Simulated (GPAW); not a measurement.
Entries from a set of simulations; values are calculated unless marked as measured.

### Quasiparticle gap of Si2MoN4 (MoSi2N4-type monolayer) in GPAW

The cell holds 7 atoms: 1 Mo, 4 N and 2 Si. Cell: a = 2.866 Å, b = 2.866 Å, c = 17.900 Å, α = 90.0°, β = 90.0°, γ = 120.0°. Vacuum lies along c.

* method: DFT, LDA, plane waves, PAW (and 1 further level or step)
* program: GPAW 26.7.0
* settings of one run: cutoff 700 eV, GPAW PAW setups 1.2.1 data release, 9×9×1 k-mesh
* cost: 5 runs, 6 min in all on 16 MPI ranks of Arm Neoverse V2, shared host (the runs of this entry)
* notes: Values taken over the cell’s volume include its vacuum. The start is a generated structure, not a measured one. Limits: no spin-orbit coupling. Bands and cutoff are finite, so the gap is not at the basis limit. The miss can reach some tenths of an eV and take either sign; the mesh is an error of its own.
* LDA gap: 1.76 eV, indirect
* G0W0 gap on the mesh: 2.91 eV
* GW settings: 12×12×1 mesh, 96 bands, screening to 48 eV, full frequency, Hilbert transform
* known limits: not at the basis limit; no spin-orbit coupling

G0W0 moves the gap on the mesh from 1.76 eV to 2.91 eV (+1.16 eV), with Z of 0.77 and 0.77 at the edges. Only 2 of the mesh's irreducible points were corrected, so a valley elsewhere could overtake.

[Runs of the session that timed out or met a known fault of the program may be left out.]

[Hosts, paths, dates, database ids (printed as entryN), source tags and the programs' standing remarks are cut or masked in the printed files.]
